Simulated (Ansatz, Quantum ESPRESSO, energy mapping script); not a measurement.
# MnS: J from the energies of magnetic orders, part 3 of 3

Wanted: the magnetic order of MnS, its couplings and an estimate of its ordering temperature, by PBE+U (3.6 eV), QE, GBRV.

PBE with U = 3.6 eV on Mn d, ortho-atomic projectors; plane waves, U on orthogonalised atomic orbitals unless named otherwise, collinear spin, no spin–orbit coupling.

So far. Step 8 (Order 6: uncompensated ++−, cell C of 6 atoms): The run ends ferrimagnetic, 50.15 meV a magnetic atom below the parallel order of its cell. Step 9 (Parallel start in cell D (6 atoms)): The run ends ferromagnetic. For each magnetic atom its energy differs from the parallel run of the first cell by 0.01 meV, an error that one common reference would have brought in.

The database entry behind the starting cell differs from later determinations by our own check (an axis about 0.2 % short against later determinations), so it need not match the best structure at ambient conditions.

### 10. Run 8 (uncompensated ++−; cell D, 6 atoms)

Level of this step: PBE with U = 3.6 eV on Mn d, ortho-atomic projectors, GBRV potentials (Quantum ESPRESSO).

This order reverses 6.67 of the 12 neighbours at 3.68 Å, 2.67 of the 6 neighbours at 5.21 Å and 8 of the 24 neighbours at 6.38 Å, counted for an average magnetic atom.

File pw.in:

```
&control
  calculation = 'scf'
  prefix = 'pw'
  outdir = './tmp/'
  pseudo_dir = './pseudo/'
  verbosity = 'low'
/
&system
  ibrav = 0
  nat = 6
  ntyp = 3
  ecutwfc = 45
  ecutrho = 360
  nbnd = 49
  occupations = 'smearing'
  smearing = 'fd'
  degauss = 0.00367493
  nspin = 2
  starting_magnetization(1) = 0.3000
  starting_magnetization(2) = -0.3000
/
&electrons
  conv_thr = 1.5e-08
  electron_maxstep = 120
  mixing_beta = 0.3
  mixing_mode = 'plain'
/
ATOMIC_SPECIES
  Mn1 54.9380 Mn.upf
  Mn2 54.9380 Mn.upf
  S 32.0600 S.upf
CELL_PARAMETERS angstrom
  0.00000000 -2.60450000 -2.60450000
  -5.20900000 0.00000000 0.00000000
  2.60450000 5.20900000 -2.60450000
ATOMIC_POSITIONS crystal
  Mn1 0.66666667 0.66666667 0.33333333
  Mn1 0.33333333 0.33333333 0.66666667
  Mn2 0.00000000 0.00000000 0.00000000
  S 0.66666667 0.16666667 0.33333333
  S 0.33333333 0.83333333 0.66666667
  S 0.00000000 0.50000000 0.00000000
K_POINTS automatic
  6 6 6 0 0 0
HUBBARD {ortho-atomic}
U Mn1-3d 3.6
U Mn2-3d 3.6
```

Run with:

```bash
OMP_NUM_THREADS=1 mpirun -n 4 pw.x -nk 4 -in pw.in > pw.out
```

Log:

```text
[banner, memory and clock lines left out]
Program PWSCF v.7.5 starts
[...]
unit-cell volume          =     715.3539 (a.u.)^3
     number of atoms/cell      =            6
[...]
number of electrons       =        63.00
     number of Kohn-Sham states=           49
     kinetic-energy cutoff     =      45.0000  Ry
     charge density cutoff     =     360.0000  Ry
[...]
The total energy is F=E-TS. E is the sum of the following terms:
     one-electron contribution =    -397.60790719 Ry
     hartree contribution      =     221.74799537 Ry
     xc contribution           =    -105.78145643 Ry
     ewald contribution        =    -424.47984633 Ry
     Hubbard energy            =       0.12131717 Ry
     total magnetization       =     5.00 Bohr mag/cell
     absolute magnetization    =    14.37 Bohr mag/cell
     convergence has been achieved in  12 iterations
[key lines of the parts left out:]
!    total energy              =    -705.99989740 Ry
the Fermi energy is    10.6501 ev
```

Elapsed: 1.7 min, on 4 MPI ranks of Arm Neoverse V2, shared host; peak memory 0.93 GiB; 6.9 min of CPU time.

The run ends ferrimagnetic, 44.90 meV a magnetic atom below the parallel order of its cell.

### 11. From energies to couplings

Each energy difference is a sum of couplings weighted by the pairs that the order reverses. A few near shells are fitted to the differences by least squares. Energies are those extrapolated to zero occupation width, not the free energies F.

The orders side by side; each is measured from the parallel order in the same cell and on the same mesh:

| order | atoms | energy (meV a magnetic atom) | moments (μB) | moments kept as typed | opposed neighbours at 3.68, 5.21, 6.38 Å |
| --- | --- | --- | --- | --- | --- |
| parallel in cell A | 4 | 0.00 | 4.50 | yes | 0, 0, 0 |
| compensated +− in cell A | 4 | -64.76 | 4.41 | yes | 6, 6, 12 |
| parallel in cell B | 4 | 0.00 | 4.50 | yes | 0, 0, 0 |
| compensated +− in cell B | 4 | -23.86 | 4.47 | yes | 8, 0, 16 |
| parallel in cell C | 6 | 0.00 | 4.50 | yes | 0, 0, 0 |
| uncompensated ++− in cell C | 6 | -50.15 | 4.40 to 4.45 | yes | 4, 4, 12 |
| parallel in cell D | 6 | 0.00 | 4.50 | yes | 0, 0, 0 |
| uncompensated ++− in cell D | 6 | -44.90 | 4.41 to 4.46 | yes | 6.67, 2.67, 8 |

Couplings from the energies, with E = −Σ J e·e over ordered pairs:

| pair | distance (Å) | neighbours | J (meV) |
| --- | --- | --- | --- |
| Mn–Mn | 3.68 | 12 | -1.39 |
| Mn–Mn | 5.21 | 6 | -4.13 |
| Mn–Mn | 6.38 | 24 | -0.0923 |

Adding the shell at 7.37 Å gives -0.87, -3.9, -0.31 and -0.56 meV and a mean-field temperature of 129 K, an exact solve that tests nothing.

In mean field these couplings order at 192 K, at q = (0.50, 0.50, 0.50) in fractions of the conventional cell's reciprocal vectors, and give a Curie–Weiss temperature of -338 K.

### 12. Monte Carlo

Mean field ignores fluctuations and overstates the ordering temperature, so the model is also sampled. The heat capacity peaks where order sets in.

Classical unit spins with these couplings on 8×8×4 copies of a cell that holds the lowest order (512 spins), heat-bath sweeps, cooled from random directions, 1009 sweeps to settle and 3027 measured at each temperature, averaged over 4 runs.

| T (K) | order along the lowest pattern | net moment | heat capacity (k_B a spin) |
| --- | --- | --- | --- |
| 23.0 | 0.42 | 0.01 | 1.06 |
| 39.3 | 0.49 | 0.01 | 1.12 |
| 63.8 | 0.43 | 0.01 | 1.20 |
| 80.2 | 0.34 | 0.01 | 1.22 |
| 96.5 | 0.35 | 0.02 | 1.37 |
| 121 | 0.28 | 0.02 | 1.75 |
| 129 | 0.25 | 0.02 | 1.88 |
| 137 | 0.22 | 0.02 | 1.81 |
| 154 | 0.16 | 0.02 | 1.15 |
| 170 | 0.12 | 0.02 | 0.65 |
| 195 | 0.09 | 0.02 | 0.35 |
| 211 | 0.08 | 0.02 | 0.28 |

The smoothed heat capacity peaks at 129 K. The order column follows one pattern alone; equivalent domains or another pattern share the rest.

### 13. Summary of results

| Quantity | Value |
| --- | --- |
| lowest order tried | compensated +− in cell A |
| largest fitted value, Mn–Mn at 5.21 Å | -4.13 meV |
| ordering temperature, mean field | 192 K |
| heat-capacity peak, Monte Carlo | 129 K |

Of the orders tried, MnS prefers the order “compensated +− in cell A” under PBE+U (3.6 eV), QE, GBRV, with 6 of 12 neighbours at 3.68 Å, 6 of 6 neighbours at 5.21 Å and 12 of 24 neighbours at 6.38 Å opposed. The largest fitted coupling is the Mn–Mn pair at 5.21 Å, antiferromagnetic at -4.1 meV, across a ligand at about 180°. It also takes up the part of reversed shells that are not fitted, so neither its size nor its rank as a single path is established. The orders also reverse pairs at 7.37 Å, which are not fitted, so the fitted values hold their part too. With 4 differences for 3 couplings the fit misses by 3.7 meV at most, which is not small: farther shells, terms beyond the Heisenberg form or the mesh can cause that. In the fitted orders moments change by up to 2.1 % against the parallel run of the same cell, so their size stays put. One more shell, at 7.37 Å, moves the mean-field temperature from 192 to 129 K, so the temperatures, and any agreement with experiment, hang on where the fit is cut. Monte Carlo puts the peak at 0.67 of the mean-field temperature, since mean field leaves out fluctuations. In tests on simple cubic and body-centred models such peaks lay 5 to 6 % under the bulk value. On cooling, the order along the one computed pattern stays at or under 0.49: the model settles in an equivalent domain, a degenerate mixture or another order. The parallel order holds 5 μB a magnetic atom, spin 2.5; the common factor (S+1)/S would raise the classical 129 K to 180 K, a correction that often overshoots. The classical value and the one scaled by (S+1)/S differ by a factor of 1.4, so closeness of either to the measured temperature is partly a matter of convention.

1 further run of the session is left out of this account and of its counts and ranges: runs hit by known faults of a program or its files, repeats, responses too ill-conditioned to give a U, cells squeezed past sense, harmless faults, or fits whose shells could not be counted again from the structure.

Computed beside measured:

```
                             quantity  measured  PBE+U (3.6 eV), QE, GBRV, Monte Carlo  PBE+U (3.6 eV), QE, GBRV, Monte Carlo × (S+1)/S
ordering temperature (spin model) (K)       150                          129 (-14.1 %)                                    180 (+20.3 %)
```

Measured values from arxiv:1108.4537 (2011).

**Verdict.** For the ordering temperature, of the levels listed nearest comes PBE+U (3.6 eV), QE, GBRV, Monte Carlo (-14.1 %, fair agreement) and farthest PBE+U (3.6 eV), QE, GBRV, Monte Carlo × (S+1)/S (+20.3 %, fair agreement). A U picked for its result is no test. No cell relaxation is part of this session.

[Logs and program files are shortened in this print: banners, set-up blocks, solver, clock and traceback lines can be left out without a mark of their own.]

[Logs are printed without paths, hosts, clocks, repeated set-up lines and the standing remarks that a program may print on its own settings, such as how far it seeks lower states.]

[Hosts, paths, dates, database ids (printed as entryN), source tags and the programs' standing remarks are cut or masked in the printed files.]

[Where a cell is said to come from a database of computed structures, the database is the Materials Project.]
